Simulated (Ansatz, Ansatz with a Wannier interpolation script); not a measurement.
Entries from a set of simulations; values are calculated unless marked as measured.

## G0W0 band structure of AlN (P6_3mc)

It takes space group P6_3mc (No. 186, hexagonal). The conventional cell has a = 3.113 Å, b = 3.113 Å, c = 4.981 Å, α = 90.00°, β = 90.00°, γ = 120.00°. Nearest to Al lie 4 N at 1.89 Å. Nearest to N lie 4 Al at 1.89 Å. Farther neighbours and most contacts between anions are not listed.

```
method                              : DFT, LDA, plane waves, PAW; PAW set soft_1 (and 3 further levels or steps)
program                             : Ansatz 0.2.0 and Ansatz with a Wannier interpolation script 0.2.0
settings of one run                 : cutoff 420 eV, 9×9×4 k-mesh, smearing width 0.02 eV, PAW set soft 1
notes                               : The database entry behind the starting cell differs from later determinations by our own check (inner coordinate u about 0.002 short). The cell and positions come from the Crystallography Open Database and are kept as given unless a step says otherwise. At the band edge the lightest electron mass is 0.30 m_e at the start and 0.29 m_e in G0W0; the G0W0 masses rest on corrections from the 9×9×4 mesh alone and are rough. Bands and cutoff are finite, so the gap is not at the basis limit. The miss can reach some tenths of an eV and take either sign; the mesh is an error of its own. [rest of the remark cut]
LDA gap                             : 4.24 eV
G0W0 gap over the zone              : 5.89 eV, direct
least direct G0W0 gap, in the model : 5.89 eV
GW settings                         : 9×9×4 mesh, 192 empty bands, screening to 160 eV, PAW set soft_1 files
known limits                        : not at the basis limit
```

The Wannier model follows the LDA bands to 4 meV r.m.s. near the gap. The G0W0 gap over the zone is 5.89 eV, direct, from Γ to Γ; on the mesh alone it is 5.89 eV, nearly the same.

[Paths, hosts, dates, memory and timing lines, banners, echoed tables and standing remarks are left out of the program output.]

[Logs are printed without paths, hosts, clocks, repeated set-up lines and the standing remarks that a program may print on its own settings, such as how far it seeks lower states.]

[Runs of the session that timed out or met a known fault of the program may be left out.]

[Hosts, paths, dates, database ids (printed as entryN), source tags and the programs' standing remarks are cut or masked in the printed files.]
